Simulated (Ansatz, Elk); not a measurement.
## Bonding as seen by X-rays: CdCu2S2

Structure refinements treat a crystal as free atoms side by side. For a made-up structure of CdCu2S2 (cell and positions from a PBEsol relaxation) the runs below show what the calculated density changes in F(hkl).

Method: DFT, PBE, all-electron APW+lo, Dirac cores, scalar-relativistic bands, static density, no spin, in Elk 11.2.3 (patched build).

This account leaves out most program logs.

The structure was built from a prototype and need not be the compound's stable phase.

## (1) Starting point

Symmetry: P-3m1, No. 164, trigonal system. Conventional cell: a = 3.800 Å, b = 3.800 Å, c = 6.468 Å, α = 90.00°, β = 90.00°, γ = 120.00°. Nearest to Cd lie 6 S at 2.72 Å. Nearest to Cu lie 4 S at 2.31 to 2.39 Å and 3 Cu at 2.58 Å. Nearest to S lie 4 Cu at 2.31 to 2.39 Å and 3 Cd at 2.72 Å. Farther neighbours and most contacts between anions are not listed.

## (2) Ground state and structure factors

An all-electron density is needed, since X-rays see the cores too. Task 0 finds the density and task 195 Fourier-transforms it; tshift is off so that phases refer to the origin typed.

Contents of elk.in:

```
tasks
  0
  195

xctype
  20

spinpol
  .false.

rgkmax
  7.0

gmaxvr
  14.0

lmaxo
  7

lmaxapw
  8

swidth
  0.002

tshift
  .false.

ramdisk
  .false.

hmaxvr
  5.5

maxscl
  120

epspot
  1e-06

sppath
  './'

avec
  7.18021126762 0.00000000000 0.00000000000
  -3.59010563381 6.21824536229 -0.00000000000
  0.00000000000 -0.00000000000 12.22234864470

atoms
  3
  'Cd.in'
  1
  -0.0000000000 0.0000000000 0.0000000000   0.000000 0.000000 0.000000
  'Cu.in'
  2
  0.3333333333 0.6666666667 0.3948967722   0.000000 0.000000 0.000000
  0.6666666667 0.3333333333 0.6051032278   0.000000 0.000000 0.000000
  'S.in'
  2
  0.3333333333 0.6666666667 0.7514627259   0.000000 0.000000 0.000000
  0.6666666667 0.3333333333 0.2485372741   0.000000 0.000000 0.000000

ngridk
  7 7 4
```

Launch:

```sh
$ OMP_NUM_THREADS=4 elk
```

Run time: 28 s. Hardware: 4 threads of Arm Neoverse V2, shared host; peak memory 0.18 GiB.

SFACRHO.OUT:

```text

h k l indices transformed by vhmat matrix:
   1.000000000       0.000000000       0.000000000    
   0.000000000       1.000000000       0.000000000    
   0.000000000       0.000000000       1.000000000    

      h      k      l  multipl.   |H|            Re(F)            Im(F)           |F|

      0      0      0      1   0.0000000       138.00000     -0.62550985E-17   138.00000    
      0      0     -1      2  0.51407348       2.3095131      0.11359815E-13   2.3095131    
      1      0      0      6   1.0104435       3.8854353      0.66265586E-14   3.8854353    
      0      0      2      2   1.0281470       28.768269      0.48811704E-14   28.768269    
     -1      0     -1      6   1.1336964       54.767777      0.18933025E-14   54.767777    
     -1      0      1      6   1.1336964       64.760934      0.18933025E-13   64.760934    
      1      0     -2      6   1.4415555       4.6099877      0.29346188E-13   4.6099877    
      0      1     -2      6   1.4415555       81.356203     -0.32186142E-13   81.356203    
      0      0     -3      2   1.5422204       53.886653     -0.20826327E-13   53.886653    
      1      1      0      6   1.7501394       96.348965     -0.25472609E-13   96.348965    
     -1     -1      1     12   1.8240777       2.3476405     -0.20826327E-13   2.3476405    
     -1      1      3      6   1.8437570      -22.092530     -0.28399537E-13   22.092530    
     -1      0      3      6   1.8437570       75.274857      0.19879676E-13   75.274857    
      2     -2      0      6   2.0208869       4.6704347      -0.0000000       4.6704347    
      1     -2      2     12   2.0297966       24.816151      0.11418980E-13   24.816151    
      0      0      4      2   2.0562939       16.470327     -0.38457706E-13   16.470327    
      0     -2     -1      6   2.0852471       42.422536      0.56799074E-14   42.422536    
      0      2     -1      6   2.0852471       52.761619     -0.14199768E-13   52.761619
```

Elk indexes on the primitive cell of elk.in and gives |H| = 4π sin θ/λ in inverse bohr. Below, one row stands for each form hkl of the conventional cell (m members, Friedel mates merged), F is for one primitive cell and the density is static (no thermal factor). Free-atom factors are Waasmaier and Kirfel's, and R is Σm||F|−|F'||/Σm|F|.

```
hkl   m  sin θ/λ (Å⁻¹)  abs F, DFT  neutral atoms   diff.
001   2          0.077       2.309          2.346  -0.036
100   6          0.152       3.885          3.996  -0.110
002   2          0.155      28.768         29.248  -0.479
101   6          0.171      54.768         54.570  +0.198
011   6          0.171      64.761         65.494  -0.733
012   6          0.217       4.610          4.133  +0.477
102   6          0.217      81.356         81.746  -0.389
003   2          0.232      53.887         54.321  -0.434
110   6          0.263      96.349         97.017  -0.668
111  12          0.274       2.348          1.951  +0.397
103   6          0.277      22.093         22.687  -0.594
013   6          0.277      75.275         75.644  -0.370
200   6          0.304       4.670          4.330  +0.341
112  12          0.305      24.816         24.800  +0.016
```

## (3) The highest occupied states alone

An energy window below the Fermi level keeps the highest occupied states, to see at which angles they scatter; shallow core shells can lie inside it and anion s states outside. No new self-consistency is needed.

elk.in: that of step 2 with these lines changed.

```diff
@@ -1,3 +1,2 @@
 tasks
-  0
   195
@@ -40,2 +39,5 @@
 
+wsfac
+  -0.194360 0.546630
+
 sppath
```

Launch:

```sh
$ OMP_NUM_THREADS=4 elk
```

Wall time 9.1 s (4 threads); peak memory 0.16 GiB.

States within 12 eV below the Fermi level hold 42.00 electrons; any levels below the window count with the cores. Their amplitudes can exceed the total, where window and core parts have opposite phase:

| hkl | sin θ/λ (Å⁻¹) | abs F, window | abs F, all |
| --- | --- | --- | --- |
| 001 | 0.077 | 5.276 | 2.309 |
| 100 | 0.152 | 2.669 | 3.885 |
| 002 | 0.155 | 7.228 | 28.768 |
| 101 | 0.171 | 7.466 | 54.768 |
| 011 | 0.171 | 17.624 | 64.761 |
| 012 | 0.217 | 6.412 | 4.610 |
| 102 | 0.217 | 15.296 | 81.356 |
| 003 | 0.232 | 9.176 | 53.887 |
| 110 | 0.263 | 15.226 | 96.349 |
| 111 | 0.274 | 4.603 | 2.348 |

## (4) Another functional

The difference from free atoms is small, so it is set against the change that LDA (Perdew-Wang) makes.

elk.in: that of step 3 with these lines changed.

```diff
@@ -1,2 +1,3 @@
 tasks
+  0
   195
@@ -4,3 +5,3 @@
 xctype
-  20
+  3
 
@@ -39,5 +40,2 @@
 
-wsfac
-  -0.194360 0.546630
-
 sppath
```

Launch:

```sh
$ OMP_NUM_THREADS=4 elk
```

Run time: 17 s. Hardware: 4 threads; peak memory 0.16 GiB; 52 s of CPU time.

Against the first run R = 0.07 %; the largest change is -0.066 at 201.

## (5) A coarser k-mesh

About half the k-points along each axis test the sampling.

elk.in: that of step 4 with these lines changed.

```diff
@@ -5,3 +5,3 @@
 xctype
-  3
+  20
 
@@ -63,2 +63,2 @@
 ngridk
-  7 7 4
+  4 4 2
```

Launch:

```sh
$ OMP_NUM_THREADS=4 elk
```

Elapsed: 17 s, on 4 threads; peak memory 0.18 GiB.

Against the first run R = 0.00 %; the largest change is -0.012 at 011.

## (6) Settings against the effect

| run | R against the first run (%) | R against neutral atoms, low angle (%) | wall time |
| --- | --- | --- | --- |
| PBE, rgkmax 7 | 0.00 | 1.07 | 28 s |
| LDA (Perdew-Wang) | 0.07 | 1.07 | 17 s |
| k-mesh 4×4×2 | 0.00 | 1.07 | 17 s |

## (7) Results

| Property | Result |
| --- | --- |
| R against neutral atoms, sin θ/λ < 0.3 Å⁻¹ | 1.07 % |
| R against neutral atoms, 0.3 to 0.77 Å⁻¹ | 0.26 % |

Independent neutral atoms miss the calculated amplitudes by R = 1.07 % below 0.3 Å⁻¹ and 0.26 % from there to 0.77 Å⁻¹; by shells, 1.57 % below 0.15 Å⁻¹ (1 form), 1.07 % 0.15 to 0.3 (11 forms), 0.31 % 0.3 to 0.45 (23 forms), 0.25 % above 0.45 (114 forms). Bonding, aspherical density and the tables' own atoms all enter these figures, and the runs don't part them. The largest change of an amplitude is -0.73 electrons, at 011. Weak lines can change much in proportion: 111 goes from 1.95 to 2.35. The window's part falls from 42.0 electrons at the origin to at most 5.41 between 0.45 and 0.77 Å⁻¹, where compact states inside the window still scatter. Below 0.3 Å⁻¹ the changes that finished (LDA (Perdew-Wang) and k-mesh 4×4×2) move F by R = 0.05 % at most, against the 1.07 % that separates it from free atoms. The basis has no finished test. These runs have no spin, though d or f shells may be open. Part of the difference isn't bonding: the tables are fits to free atoms and ions calculated by other methods than this functional. Thermal motion, anomalous dispersion and extinction are left out.

[Logs are printed without paths, hosts, clocks, repeated set-up lines and the standing remarks that a program may print on its own settings, such as how far it seeks lower states.]

[Hosts, paths, dates, database ids (printed as entryN), source tags and the programs' standing remarks are cut or masked in the printed files.]
